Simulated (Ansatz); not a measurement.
Planning a run of Ansatz 0.2.0 on GaCuCCl4O (P-1). The input:

```yaml
crystal:
  lattice:
    - [6.8769, 0.0, 0.0]
    - [0.522228115, 6.9960358808, 0.0]
    - [3.0741926905, 1.1449101349, 8.1219214749]
  atoms:
    - { symbol: Ga, position: [0.2081665666, 0.7574132111, 0.7643240985] }
    - { symbol: Ga, position: [0.7918334334, 0.2425867889, 0.2356759015] }
    - { symbol: Cu, position: [0.022745104, 0.7338024064, 0.2203571138] }
    - { symbol: Cu, position: [0.977254896, 0.2661975936, 0.7796428862] }
    - { symbol: C, position: [0.2827240723, 0.7757339647, 0.2143510568] }
    - { symbol: C, position: [0.7172759277, 0.2242660353, 0.7856489432] }
    - { symbol: Cl, position: [0.9210642142, 0.756937292, 0.9889027727] }
    - { symbol: Cl, position: [0.0789357858, 0.243062708, 0.0110972273] }
    - { symbol: Cl, position: [0.7852164132, 0.9565929156, 0.3873724251] }
    - { symbol: Cl, position: [0.2147835868, 0.0434070844, 0.6126275749] }
    - { symbol: Cl, position: [0.8424017929, 0.4560128272, 0.3819958627] }
    - { symbol: Cl, position: [0.1575982071, 0.5439871728, 0.6180041373] }
    - { symbol: Cl, position: [0.4876463372, 0.6931938752, 0.8219630673] }
    - { symbol: Cl, position: [0.5123536628, 0.3068061248, 0.1780369327] }
    - { symbol: O, position: [0.4396928157, 0.8115366937, 0.2184202269] }
    - { symbol: O, position: [0.5603071843, 0.1884633063, 0.7815797731] }
  host: atoms
kpoints:
  mp_grid: { grid: [2, 2, 2] }
  band_path:
    path:
      - [0.0, 0.0, 0.0]
      - [0.0, -0.5, 0.0]
      - [-0.5, 0.0, 0.0]
      - [0.0, 0.0, -0.5]
      - [-0.5, -0.5, -0.5]
      - [-0.5, 0.0, -0.5]
      - [0.0, -0.5, -0.5]
      - [-0.5, -0.5, 0.0]
    npoints: 1
hamiltonian:
  xc:
    exchange: pbe
    correlation: pbe
    exx: { coeff: inverse_dielectric }
  pseudopotentials: { kind: paw, azcp: { folder: soft_1 } }
scf:
  occupations: { method: fixed }
  n_extra_bands: 9
output:
  eigenvalues: true
  write_density: true
  write_potential: true
  elf: true
  volumetric_format: npy
```

```sh
ansatz run input.yaml --threads 2 --pin off --max-ram 73728MiB --backend cuda --events-out ev --progress --plain --runs-dir out --devices 1 --max-vram 13GiB
```

Estimate wall time and host memory on 1 × NVIDIA H100 80GB HBM3 (shared by 6 runs) with 2 threads of AMD EPYC 7R13 (Zen 3), shared host.

It took 2 min; on shared hardware allow 61 s to 4.1 min. Peak host memory was 2.9 GiB. The sizes that set the cost: 7629 plane waves a state, 8 irreducible k points and 26 SCF cycles.

Exact exchange couples every pair of k points and filled bands, so it costs far more than a semilocal run.

[Paths, hosts, dates, memory and timing lines, banners, echoed tables and standing remarks are left out of the program output.]

[Logs are printed without paths, hosts, clocks, repeated set-up lines and the standing remarks that a program may print on its own settings, such as how far it seeks lower states.]

[Runs of the session that timed out or met a known fault of the program may be left out.]

[Cells called generated may have been cut or substituted from an entry of the Crystallography Open Database or the Materials Project.]

[Hosts, paths, dates, database ids (printed as entryN), source tags and the programs' standing remarks are cut or masked in the printed files.]
